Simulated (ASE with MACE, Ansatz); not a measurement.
# Mo in place of Ru at several sites of (10-13) twin boundary in hcp Ru (70 atoms): runs compared

At which site of (10-13) twin boundary in hcp Ru (70 atoms) does Mo in place of Ru cost least, and what about the site decides it?

Computed with Ansatz 0.2.0: Kohn-Sham DFT, PBE, PAW (set soft_2), plane waves.

### Step 1. The cell as built

The cell holds 70 atoms: 70 Ru. Its edges and angles: a = 9.201 Å, b = 5.430 Å, c = 22.213 Å, α = 90.0°, β = 90.0°, γ = 63.7°. It derives from Ru. Two grains of Ru, one the mirror image of the other in the boundary plane, two boundaries a cell; of 6 trial joints (lateral shifts, openings, close atoms taken out) the lowest after a short relaxation with the MACE-MP-0b2 potential was kept (shift [0, 0] of the surface cell, opening 0.00 Å, one of each pair under 1.88 Å removed), then its atoms and the cell's length along the normal were relaxed with that potential. Lattice constants are starting values near those of PBE. Regions: lower grain, 38 atoms (38 Ru); upper grain, 32 atoms (32 Ru).

What the set-up can't give: The cell is under 6 Å thick along one periodic direction, so every atom has periodic images of itself close by, which move with it and show among its neighbours and in g(r).

### Step 2. The reference run

The reference is a single point at the end of the relaxation.

Every defect cell starts from the geometry of this run and is relaxed in the fixed cell.

Its input, with most atom lines left out:

```yaml
crystal:
  lattice:
    - [9.20106, 0.0, 0.0]
    - [2.40338, 4.86915, 0.0]
    - [0.0, 0.0, 22.21325]
  atoms:
    - { symbol: Ru, position: [0.2541, 0.05943, 0.99972] }
    - { symbol: Ru, position: [0.94107, 0.2942, 0.05187] }
    - { symbol: Ru, position: [0.48589, 0.13558, 0.05952] }
    - { symbol: Ru, position: [0.18745, 0.35941, 0.1015] }
    - { symbol: Ru, position: [0.72738, 0.20447, 0.11326] }
    - { symbol: Ru, position: [0.43297, 0.42527, 0.15943] }
    - { symbol: Ru, position: [0.97512, 0.26866, 0.17205] }
    [... atom lines 8 to 70 left out ...]
kpoints:
  mp_grid: { grid: [2, 3, 1] }
hamiltonian:
  xc: pbe
scf:
  occupations: { method: fermi_dirac, width: 0.1 }
output:
  forces: true
  stress: true
  populations: true
  dos:
    method: { smearing: { sigma: 0.08 } }
    de: 0.1
    projected:
      site_lists:
        Ru: [Ru]
        lower_grain: [0, 1, 2, 3, 4, 5, 6, 7, 8, 9, 10, 11, 12, 13, 14, 15, 16, 17, 18, 35, 36, 37, 38, 39, 40, 41, 42, 43, 44, 45, 46, 47, 48, 49, 50, 51, 52, 53]
        upper_grain: [19, 20, 21, 22, 23, 24, 25, 26, 27, 28, 29, 30, 31, 32, 33, 34, 54, 55, 56, 57, 58, 59, 60, 61, 62, 63, 64, 65, 66, 67, 68, 69]
  eigenvalues: true
  write_density: true
  write_potential: true
  volumetric_format: npy
```

- free energy per atom: -5878.5880 eV/atom
- r.m.s. force component: 0.00932 eV/Å
- pressure: -1.954 GPa

99 levels are partly filled, by over 2 % (on the run's k-points), as in a metal.

### Step 3. The runs

Each row is one run, on 1 × NVIDIA H100 80GB HBM3 with 6 threads of AMD EPYC 7R13 (Zen 3), shared host. The free energy is the program's total, comparable only between runs with the same functional, potentials and atoms.

```csv
run,atoms,outcome,"ionic steps, all passes",free energy (eV),time,host memory (GiB),planned on the GPU (GiB)
Single point at the start,70,converged,-,-411500.543,4.3 s,1.2,19
Relaxation,70,converged,5,-411501.160,15 s,1.3,19
Single point at the relaxed geometry,70,converged,-,-411501.160,10 s,2.1,22
"Mo on a site of Ru, site Ru2",70,converged,3,-410578.776,10 s,1.6,22
"Mo on a site of Ru, site Ru61",70,converged,3,-410578.821,9.2 s,1.6,22
"Mo on a site of Ru, site Ru5",70,converged,3,-410578.641,9.2 s,1.7,22
"Mo on a site of Ru, site Ru67",70,converged,4,-410578.800,11 s,1.7,22
"Mo on a site of Ru, site Ru27",70,converged,3,-410578.823,9.7 s,1.6,22
"Mo on a site of Ru, site Ru21",70,converged,4,-410578.865,10 s,1.7,22
"Mo on a site of Ru, site Ru9",70,converged,3,-410578.823,7.1 s,1.6,22
"Mo on a site of Ru, site Ru68",70,converged,3,-410578.882,10 s,1.7,22
"Mo on a site of Ru, site Ru65",70,converged,3,-410578.796,7.9 s,1.6,22
```

In some runs the program notes that positions were snapped to a detected symmetry.

Local excerpt of 13 atoms (numbers count through the whole input) about site Ru68, the cheapest one, after relaxation; x, y, z are measured from there.

```csv
atom,x,y,z,distance (Å),bonds
Mo68,-0.01,0.00,-0.02,0.02,12
Ru69,-2.18,1.08,-1.00,2.63,12
Ru70,2.43,0.32,-1.07,2.67,11
Ru35,1.23,-2.12,-1.07,2.67,11
Ru33,-1.22,-2.43,0.00,2.71,12
Ru65,2.17,0.45,1.57,2.72,12
Ru33,1.19,2.44,0.00,2.72,12
Ru30,0.97,-2.00,1.56,2.72,12
Ru63,-0.23,0.11,2.72,2.74,12
Ru31,-2.43,-0.33,1.28,2.76,12
Ru66,-1.22,2.13,1.28,2.77,12
Ru18,-1.03,-1.01,-2.36,2.77,12
Ru53,0.18,1.43,-2.36,2.77,12
```

The column of bonds counts only the pairs Ru-Ru within 3.18 Å, Ru-Mo within 3.18 Å; other neighbours, such as metal atoms beside each other in a compound, aren't counted, and periodic images can show an atom twice.

### Step 4. The sites compared

All these cells hold the same atoms, so their energies can be compared with no chemical potential.

```csv
site,neighbours,mean distance (Å),atoms within 6 Å,region,distance to the other part (Å; 6 means 6 or more),energy over the best site (eV),before relaxation (eV),gain on relaxing (eV)
Ru68,Ru12,2.71,58,upper grain,2.8,0.00,0.00,0.03
Ru21,Ru10,2.68,54,upper grain,2.7,0.02,0.04,0.05
Ru9,Ru12,2.69,56,lower grain,6.0,0.06,0.06,0.03
Ru27,Ru12,2.69,56,upper grain,5.2,0.06,0.06,0.03
Ru61,Ru12,2.69,54,upper grain,6.0,0.06,0.07,0.03
Ru67,Ru12,2.69,60,upper grain,2.7,0.08,0.09,0.04
Ru65,Ru12,2.69,57,upper grain,4.5,0.09,0.09,0.03
Ru2,Ru9,2.65,58,lower grain,2.3,0.11,0.13,0.05
Ru5,Ru11,2.69,57,lower grain,4.3,0.24,0.25,0.03
```

Neighbours are those of the relaxed host within 3.18 Å (Ru-Ru); other pairs aren't counted.

### Step 5. What came out

The cheapest site is Ru68 (12 neighbours, Ru12, in the upper grain); the dearest, Ru5 (11 neighbours, Ru11, in the lower grain), costs 0.24 eV more. Ru21 lies within 0.02 eV of the cheapest, a tie at this tolerance. Over 9 sites the energy shows no clear trend with the distance to the other part. Sites with the same first shell differ by up to 0.09 eV, from their geometry, farther neighbours or both. Relaxation gains 0.029 to 0.051 eV and leaves the best site the same.

Caveats: Defects are neutral and interact with their images. Only 9 of the 70 Ru sites were tried; unless symmetry makes the others alike to these, a cheaper one may exist. The stress is far from hydrostatic: its diagonal is -2.3, -0.3, -3.3 GPa, compression counted positive. The host structure and its lattice constant were typed by rule, without a check against the phase diagram. The pressure of -2.0 GPa shows the cell to be stretched for this functional.

The DFT runs together took 1.9 min of wall time.

[Logs are printed without paths, hosts, clocks, repeated set-up lines and the standing remarks that a program may print on its own settings, such as how far it seeks lower states.]

[Hosts, paths, dates, database ids (printed as entryN), source tags and the programs' standing remarks are cut or masked in the printed files.]
